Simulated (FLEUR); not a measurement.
**How the volume moves the moments of NiO**

How does the volume change the magnetic state of NiO?

Program: FLEUR MaX-R8.1. Level of theory: LDA (VWN) with U = 6 eV on Ni d; all-electron FLAPW, Dirac cores, scalar-relativistic bands. Results are calculated unless marked as measured.

This is a report of a sequence of runs, with most program output left out.

## Step 1: Starting point

Symmetry: Fm-3m, No. 225, cubic system. Conventional cell: a = 4.172 Å, b = 4.172 Å, c = 4.172 Å, α = 90.00°, β = 90.00°, γ = 90.00°. Nearest to Ni lie 6 O at 2.09 Å. Nearest to O lie 6 Ni at 2.09 Å. Farther neighbours and most contacts between anions are not listed.

## Step 2: Factor 1, start ferro +

The scan starts at the cell as given. The U counters the self-interaction that shrinks the moments of a localised shell.

All lengths change alike; the factor is that of the volume. Atoms keep their fractional places. Spheres, Kmax and the mesh are the same at all points, the spheres being those of the tightest cell. inpgen writes inp.xml from crystal.txt; cutoffs, mixing, functional, smearing and local orbitals are then set in the file. The k list default-1 (kpts.xml, not shown) is a Γ-centred 8×8×8 mesh; where the ranks do not divide the number of points, some are split in two of half the weight.

inp.xml reads:

```
<?xml version="1.0" encoding="UTF-8" standalone="no"?>
<fleurInput fleurInputVersion="0.39">
   <comment>
      NiO
   </comment>
   <calculationSetup>
      <cutoffs Kmax="4.4" Gmax="13.2" GmaxXC="13.2" numbands="0"/>
      <scfLoop itmax="110" minDistance="0.0001" maxIterBroyd="15" imix="Anderson" alpha="0.05" precondParam="0.0" spinf="2.0" sdNocoIR="T"/>
      <coreElectrons ctail="T" frcor="F" kcrel="0" coretail_lmax="0"/>
      <xcFunctional name="vwn" relativisticCorrections="F"/>
      <magnetism jspins="2"/>
      <soc l_soc="F" theta="0.0" phi="0.0" spav="F"/>
      <expertModes spex="0" secvar="F"/>
      <geometryOptimization l_f="F" forcealpha="1.0" forcemix="BFGS" epsdisp="0.00001" epsforce="0.00001"/>
      <ldaU l_linMix="F" mixParam="0.05" spinf="1.0"/>
   </calculationSetup>
   <cell>
      <bzIntegration valenceElectrons="24.0" mode="hist" fermiSmearingEnergy="0.00183747">
         <kPointListSelection listName="default-1"/>
         <xi:include xmlns:xi="http://www.w3.org/2001/XInclude" href="kpts.xml"> </xi:include>
      </bzIntegration>
      <xi:include xmlns:xi="http://www.w3.org/2001/XInclude" href="sym.xml"> </xi:include>
      <bulkLattice scale="1.0">
         <bravaisMatrix>
            <row-1>    0.0000000000000000     3.9417828250996005     3.9417828250996005</row-1>
            <row-2>    3.9417828250996005     0.0000000000000000     3.9417828250996005</row-2>
            <row-3>    3.9417828250996005     3.9417828250996005     0.0000000000000000</row-3>
         </bravaisMatrix>
      </bulkLattice>
   </cell>
   <atomSpecies>
      <species name="Nickel (Ni2.000" element="Ni" atomicNumber="28">
         <mtSphere radius="2.35" gridPoints="777" logIncrement="0.016"/>
         <atomicCutoffs lmax="8" lnonsphr="6"/>
         <electronConfig flipSpins="F">
            <coreConfig>(1s1/2) (2s1/2) (2p1/2) (2p3/2)</coreConfig>
            <valenceConfig>(3s1/2) (3p1/2) (3p3/2) (4s1/2) (3d3/2) (3d5/2)</valenceConfig>
            <stateOccupation state="(3d3/2)" spinUp="2.0" spinDown="1.2"/>
            <stateOccupation state="(3d5/2)" spinUp="3.0" spinDown="1.8"/>
         </electronConfig>
         <energyParameters s="4" p="4" d="3" f="4"/>
         <ldaU l="2" U="6.0" J="0.0" l_amf="F"/>
         <lo type="SCLO" l="0" n="3" eDeriv="0"/>
         <lo type="SCLO" l="1" n="3" eDeriv="0"/>
      </species>
      <species name="Oxygen (O)" element="O" atomicNumber="8">
         <mtSphere radius="1.33" gridPoints="441" logIncrement="0.024"/>
         <atomicCutoffs lmax="6" lnonsphr="4"/>
         <electronConfig flipSpins="F">
            <coreConfig>(1s1/2)</coreConfig>
            <valenceConfig>(2s1/2) (2p1/2) (2p3/2)</valenceConfig>
            <stateOccupation state="(2p1/2)" spinUp="0.666667" spinDown="0.666667"/>
            <stateOccupation state="(2p3/2)" spinUp="1.333333" spinDown="1.333333"/>
         </electronConfig>
         <energyParameters s="2" p="2" d="3" f="4"/>
      </species>
   </atomSpecies>
   <atomGroups>
      <atomGroup species="Nickel (Ni2.000">
         <relPos label="                   1">.0000000000 .0000000000 .0000000000</relPos>
         <force calculate="T" relaxXYZ="TTT"/>
      </atomGroup>
      <atomGroup species="Oxygen (O)">
         <relPos label="                   2">1.000/2.000 1.000/2.000 1.000/2.000</relPos>
         <force calculate="T" relaxXYZ="TTT"/>
      </atomGroup>
   </atomGroups>
   <output dos="F" band="F" slice="F">
      <bandDOS minEnergy="-.5*Htr" maxEnergy="0.5*Htr" sigma="0.015" storeEVData="T"/>
      <plotting iplot="0" polar="F">
         <plot TwoD="T" vec1="  1.0  0.0  0.0" vec2="  0.0  1.0  0.0" vec3="  0.0  0.0  1.0" zero="  0.0  0.0  0.0" file="plot"/>
      </plotting>
      <moessbauerParams electricFieldGradient="F" isomerShift="F" coreHyperfine="F" valenceHyperfine="F"/>
   </output>
</fleurInput>
```

crystal.txt reads:

```
NiO
&input film=F cartesian=F /
0.00000000000  2.08590164140  2.08590164140
2.08590164140  0.00000000000  2.08590164140
2.08590164140  2.08590164140  0.00000000000
1.8897261246
1.0 1.0 1.0

2
28 0.00000000000  0.00000000000  0.00000000000 : 2.000
8 0.50000000000  0.50000000000  0.50000000000

&kpt div1=8 div2=8 div3=8 gamma=T /
```

Launch:

```sh
$ OMP_NUM_THREADS=1 inpgen -f crystal.txt > inpgen.log  # inp.xml is then edited as shown
$ OMP_NUM_THREADS=1 mpirun -n 4 fleur_MPI > fleur.log
```

Wall time 6.8 s (4 MPI ranks of Intel Xeon Platinum 8559C (Emerald Rapids), shared host); peak memory 0.2 GiB; 26 s of CPU time.

Numbers from this step:

```
free energy                                                       : -43350.5496 eV
program's band gap on this mesh (in a metal only a level spacing) : 1.764 eV
magnetization                                                     : 2 μB
final state                                                       : ferromagnetic
largest moment                                                    : 1.757 μB
```

After 17 cycles the largest moment stands at 1.76 μB.

## Step 3: Factor 1, start antiferro q=(0,1/2,1/2) +-

The k list default-1 (kpts.xml, not shown) is a Γ-centred 8×4×8 mesh.

inp.xml: that of step 2 with these lines changed.

```diff
@@ -17,3 +17,3 @@
    <cell>
-      <bzIntegration valenceElectrons="24.0" mode="hist" fermiSmearingEnergy="0.00183747">
+      <bzIntegration valenceElectrons="48.0" mode="hist" fermiSmearingEnergy="0.00183747">
          <kPointListSelection listName="default-1"/>
@@ -25,4 +25,4 @@
             <row-1>    0.0000000000000000     3.9417828250996005     3.9417828250996005</row-1>
-            <row-2>    3.9417828250996005     0.0000000000000000     3.9417828250996005</row-2>
-            <row-3>    3.9417828250996005     3.9417828250996005     0.0000000000000000</row-3>
+            <row-2>    7.8835656501992011     0.0000000000000000     7.8835656501992011</row-2>
+            <row-3>    7.8835656501992011     3.9417828250996005     3.9417828250996005</row-3>
          </bravaisMatrix>
@@ -39,2 +39,16 @@
             <stateOccupation state="(3d5/2)" spinUp="3.0" spinDown="1.8"/>
+         </electronConfig>
+         <energyParameters s="4" p="4" d="3" f="4"/>
+         <ldaU l="2" U="6.0" J="0.0" l_amf="F"/>
+         <lo type="SCLO" l="0" n="3" eDeriv="0"/>
+         <lo type="SCLO" l="1" n="3" eDeriv="0"/>
+      </species>
+      <species name="Nickel (Ni-2.000" element="Ni" atomicNumber="28">
+         <mtSphere radius="2.35" gridPoints="777" logIncrement="0.016"/>
+         <atomicCutoffs lmax="8" lnonsphr="6"/>
+         <electronConfig flipSpins="F">
+            <coreConfig>(1s1/2) (2s1/2) (2p1/2) (2p3/2)</coreConfig>
+            <valenceConfig>(3s1/2) (3p1/2) (3p3/2) (4s1/2) (3d3/2) (3d5/2)</valenceConfig>
+            <stateOccupation state="(3d3/2)" spinUp="1.2" spinDown="2.0"/>
+            <stateOccupation state="(3d5/2)" spinUp="1.8" spinDown="3.0"/>
          </electronConfig>
@@ -62,4 +76,12 @@
       </atomGroup>
+      <atomGroup species="Nickel (Ni-2.000">
+         <relPos label="                   2">.0000000000 1.000/2.000 .0000000000</relPos>
+         <force calculate="T" relaxXYZ="TTT"/>
+      </atomGroup>
       <atomGroup species="Oxygen (O)">
-         <relPos label="                   2">1.000/2.000 1.000/2.000 1.000/2.000</relPos>
+         <relPos label="                   3">1.000/2.000 .0000000000 1.000/2.000</relPos>
+         <force calculate="T" relaxXYZ="TTT"/>
+      </atomGroup>
+      <atomGroup species="Oxygen (O)">
+         <relPos label="                   4">1.000/2.000 1.000/2.000 1.000/2.000</relPos>
          <force calculate="T" relaxXYZ="TTT"/>
```

crystal.txt reads:

```
NiO
&input film=F cartesian=F /
0.00000000000  2.08590164140  2.08590164140
4.17180328280  0.00000000000  4.17180328280
4.17180328280  2.08590164140  2.08590164140
1.8897261246
1.0 1.0 1.0

4
28 0.00000000000  0.00000000000  0.00000000000 : 2.000
28 0.00000000000  0.50000000000  0.00000000000 : -2.000
8 0.50000000000  0.00000000000  0.50000000000
8 0.50000000000  0.50000000000  0.50000000000

&kpt div1=8 div2=4 div3=8 gamma=T /
```

Wall time 41 s (4 MPI ranks); peak memory 0.35 GiB.

Spin moment in the muffin-tin sphere by atom:

```csv
atom,spin moment in the muffin-tin sphere (μB)
Ni1,1.77
Ni2,-1.77
O3,-0.07
O4,0.07
```

Numbers from this step:

| Property | Result |
| --- | --- |
| free energy | -86701.0677 eV |
| program's band gap on this mesh (in a metal only a level spacing) | 1.836 eV |
| magnetization | 0 μB |
| final state | antiferromagnetic |

After 17 cycles the largest moment stands at 1.77 μB.

## Step 4: Factor 1.12, start ferro +

The farthest finished point is shown in full.

The k list default-1 (kpts.xml, not shown) is a Γ-centred 8×8×8 mesh.

inp.xml: that of step 3 with these lines changed.

```diff
@@ -17,3 +17,3 @@
    <cell>
-      <bzIntegration valenceElectrons="48.0" mode="hist" fermiSmearingEnergy="0.00183747">
+      <bzIntegration valenceElectrons="24.0" mode="hist" fermiSmearingEnergy="0.00183747">
          <kPointListSelection listName="default-1"/>
@@ -24,5 +24,5 @@
          <bravaisMatrix>
-            <row-1>    0.0000000000000000     3.9417828250996005     3.9417828250996005</row-1>
-            <row-2>    7.8835656501992011     0.0000000000000000     7.8835656501992011</row-2>
-            <row-3>    7.8835656501992011     3.9417828250996005     3.9417828250996005</row-3>
+            <row-1>    0.0000000000000000     4.0935368140173605     4.0935368140173605</row-1>
+            <row-2>    4.0935368140173605     0.0000000000000000     4.0935368140173605</row-2>
+            <row-3>    4.0935368140173605     4.0935368140173605     0.0000000000000000</row-3>
          </bravaisMatrix>
@@ -39,16 +39,2 @@
             <stateOccupation state="(3d5/2)" spinUp="3.0" spinDown="1.8"/>
-         </electronConfig>
-         <energyParameters s="4" p="4" d="3" f="4"/>
-         <ldaU l="2" U="6.0" J="0.0" l_amf="F"/>
-         <lo type="SCLO" l="0" n="3" eDeriv="0"/>
-         <lo type="SCLO" l="1" n="3" eDeriv="0"/>
-      </species>
-      <species name="Nickel (Ni-2.000" element="Ni" atomicNumber="28">
-         <mtSphere radius="2.35" gridPoints="777" logIncrement="0.016"/>
-         <atomicCutoffs lmax="8" lnonsphr="6"/>
-         <electronConfig flipSpins="F">
-            <coreConfig>(1s1/2) (2s1/2) (2p1/2) (2p3/2)</coreConfig>
-            <valenceConfig>(3s1/2) (3p1/2) (3p3/2) (4s1/2) (3d3/2) (3d5/2)</valenceConfig>
-            <stateOccupation state="(3d3/2)" spinUp="1.2" spinDown="2.0"/>
-            <stateOccupation state="(3d5/2)" spinUp="1.8" spinDown="3.0"/>
          </electronConfig>
@@ -76,12 +62,4 @@
       </atomGroup>
-      <atomGroup species="Nickel (Ni-2.000">
-         <relPos label="                   2">.0000000000 1.000/2.000 .0000000000</relPos>
-         <force calculate="T" relaxXYZ="TTT"/>
-      </atomGroup>
       <atomGroup species="Oxygen (O)">
-         <relPos label="                   3">1.000/2.000 .0000000000 1.000/2.000</relPos>
-         <force calculate="T" relaxXYZ="TTT"/>
-      </atomGroup>
-      <atomGroup species="Oxygen (O)">
-         <relPos label="                   4">1.000/2.000 1.000/2.000 1.000/2.000</relPos>
+         <relPos label="                   2">1.000/2.000 1.000/2.000 1.000/2.000</relPos>
          <force calculate="T" relaxXYZ="TTT"/>
```

crystal.txt reads:

```
NiO
&input film=F cartesian=F /
0.00000000000  2.16620639400  2.16620639400
2.16620639400  0.00000000000  2.16620639400
2.16620639400  2.16620639400  0.00000000000
1.8897261246
1.0 1.0 1.0

2
28 0.00000000000  0.00000000000  0.00000000000 : 2.000
8 0.50000000000  0.50000000000  0.50000000000

&kpt div1=8 div2=8 div3=8 gamma=T /
```

Elapsed: 7.2 s, on 4 MPI ranks; peak memory 0.21 GiB.

Spin moment in the muffin-tin sphere by atom:

```csv
atom,spin moment in the muffin-tin sphere (μB)
Ni1,1.78
O2,0.18
```

This step gave:

```
free energy                                                       : -43350.2836 eV
program's band gap on this mesh (in a metal only a level spacing) : 1.834 eV
magnetization                                                     : 2 μB
final state                                                       : ferromagnetic
```

After 18 cycles the largest moment stands at 1.78 μB.

## Step 5: Factor 1.12, start antiferro q=(0,1/2,1/2) +-

The k list default-1 (kpts.xml, not shown) is a Γ-centred 8×4×8 mesh.

inp.xml: that of step 4 with these lines changed.

```diff
@@ -17,3 +17,3 @@
    <cell>
-      <bzIntegration valenceElectrons="24.0" mode="hist" fermiSmearingEnergy="0.00183747">
+      <bzIntegration valenceElectrons="48.0" mode="hist" fermiSmearingEnergy="0.00183747">
          <kPointListSelection listName="default-1"/>
@@ -25,4 +25,4 @@
             <row-1>    0.0000000000000000     4.0935368140173605     4.0935368140173605</row-1>
-            <row-2>    4.0935368140173605     0.0000000000000000     4.0935368140173605</row-2>
-            <row-3>    4.0935368140173605     4.0935368140173605     0.0000000000000000</row-3>
+            <row-2>    8.1870736280347209     0.0000000000000000     8.1870736280347209</row-2>
+            <row-3>    8.1870736280347209     4.0935368140173605     4.0935368140173605</row-3>
          </bravaisMatrix>
@@ -39,2 +39,16 @@
             <stateOccupation state="(3d5/2)" spinUp="3.0" spinDown="1.8"/>
+         </electronConfig>
+         <energyParameters s="4" p="4" d="3" f="4"/>
+         <ldaU l="2" U="6.0" J="0.0" l_amf="F"/>
+         <lo type="SCLO" l="0" n="3" eDeriv="0"/>
+         <lo type="SCLO" l="1" n="3" eDeriv="0"/>
+      </species>
+      <species name="Nickel (Ni-2.000" element="Ni" atomicNumber="28">
+         <mtSphere radius="2.35" gridPoints="777" logIncrement="0.016"/>
+         <atomicCutoffs lmax="8" lnonsphr="6"/>
+         <electronConfig flipSpins="F">
+            <coreConfig>(1s1/2) (2s1/2) (2p1/2) (2p3/2)</coreConfig>
+            <valenceConfig>(3s1/2) (3p1/2) (3p3/2) (4s1/2) (3d3/2) (3d5/2)</valenceConfig>
+            <stateOccupation state="(3d3/2)" spinUp="1.2" spinDown="2.0"/>
+            <stateOccupation state="(3d5/2)" spinUp="1.8" spinDown="3.0"/>
          </electronConfig>
@@ -62,4 +76,12 @@
       </atomGroup>
+      <atomGroup species="Nickel (Ni-2.000">
+         <relPos label="                   2">.0000000000 1.000/2.000 .0000000000</relPos>
+         <force calculate="T" relaxXYZ="TTT"/>
+      </atomGroup>
       <atomGroup species="Oxygen (O)">
-         <relPos label="                   2">1.000/2.000 1.000/2.000 1.000/2.000</relPos>
+         <relPos label="                   3">1.000/2.000 .0000000000 1.000/2.000</relPos>
+         <force calculate="T" relaxXYZ="TTT"/>
+      </atomGroup>
+      <atomGroup species="Oxygen (O)">
+         <relPos label="                   4">1.000/2.000 1.000/2.000 1.000/2.000</relPos>
          <force calculate="T" relaxXYZ="TTT"/>
```

crystal.txt reads:

```
NiO
&input film=F cartesian=F /
0.00000000000  2.16620639400  2.16620639400
4.33241278800  0.00000000000  4.33241278800
4.33241278800  2.16620639400  2.16620639400
1.8897261246
1.0 1.0 1.0

4
28 0.00000000000  0.00000000000  0.00000000000 : 2.000
28 0.00000000000  0.50000000000  0.00000000000 : -2.000
8 0.50000000000  0.00000000000  0.50000000000
8 0.50000000000  0.50000000000  0.50000000000

&kpt div1=8 div2=4 div3=8 gamma=T /
```

The job ended after 47 s (4 MPI ranks; peak memory 0.35 GiB).

Read from the output:

```yaml
free_energy: -86700.5416 eV
program_s_band_gap_on_this_mesh_in_a_metal_only_a_level_spacing: 1.866 eV
magnetization: 0 μB
final_state: antiferromagnetic
largest_moment: 1.789 μB
```

After 17 cycles the largest moment stands at 1.79 μB.

## Step 6: Trends

In all 18 runs were made at the factors 0.88, 0.91, 0.94, 0.97, 1, 1.03, 1.06, 1.09 and 1.12, of which 18 converged. The tables hold the factors at which the parallel start converged, and CPU times count converged runs alone. Differences are of free energies.

Final states:

```csv
volume factor,ferro +,"antiferro q=(0,1/2,1/2) +-",CPU time (s)
0.88,ferromagnetic,antiferromagnetic,163.6
0.91,ferromagnetic,antiferromagnetic,162.6
0.94,ferromagnetic,antiferromagnetic,170.7
0.97,ferromagnetic,antiferromagnetic,175.9
1,ferromagnetic,antiferromagnetic,190
1.03,ferromagnetic,antiferromagnetic,190.3
1.06,ferromagnetic,antiferromagnetic,196.5
1.09,ferromagnetic,antiferromagnetic,201.9
1.12,ferromagnetic,antiferromagnetic,214.8
```

The energy over the lowest point, ferro + by volume factor:

```csv
volume factor,"energy over the lowest point, ferro + (meV a primitive cell)"
0.8800,71.7
0.9100,18.2
0.9400,0
0.9700,5.42
1.0000,36.3
1.0300,77.1
1.0600,148
1.0900,227
1.1200,302
```

Table of largest sphere moment by volume factor:

```csv
volume factor,ferro + (μB),"antiferro q=(0,1/2,1/2) +- (μB)"
0.8800,1.73,1.74
0.9100,1.74,1.75
0.9400,1.74,1.76
0.9700,1.75,1.76
1.0000,1.76,1.77
1.0300,1.76,1.78
1.0600,1.77,1.78
1.0900,1.77,1.79
1.1200,1.78,1.79
```

The net moment, ferro + stays at 2 μB a primitive cell for volume factor from 0.88 to 1.12.

The energy less that of the parallel start, antiferro q=(0,1/2,1/2) +- by volume factor:

```csv
volume factor,"energy less that of the parallel start, antiferro q=(0,1/2,1/2) +- (meV a seeded atom)"
0.8800,18.7
0.9100,18.0
0.9400,17.2
0.9700,16.5
1.0000,15.7
1.0300,14.9
1.0600,14.3
1.0900,13.5
1.1200,12.8
```

## Step 7: What came out

```json
{
 "largest moment, parallel start": "1.73 μB at 0.88, 1.78 μB at 1.12",
 "net moment, parallel start": "2 to 2 μB a primitive cell",
 "start antiferro q=(0,1/2,1/2) +- less the parallel start": "+18.7 meV at 0.88, +12.8 meV at 1.12, a seeded atom"
}
```

In words: The largest moment of the parallel start goes from 1.73 μB at 0.88 to 1.78 μB at 1.12. Its energy is least at 0.94 of the points run. The start antiferro q=(0,1/2,1/2) +- lies over the parallel start at every point where both finished. The opposed order is one of several, taken for its small cell; another can lie lower, so the scan does not name the ground state. Atoms were not relaxed at any point.

[Logs and program files are shortened in this print: banners, set-up blocks, solver, clock and traceback lines can be left out without a mark of their own.]

[Logs are printed without paths, hosts, clocks, repeated set-up lines and the standing remarks that a program may print on its own settings, such as how far it seeks lower states.]

[Hosts, paths, dates, database ids (printed as entryN), source tags and the programs' standing remarks are cut or masked in the printed files.]

[Where a cell is said to come from a database of computed structures, the database is the Materials Project.]
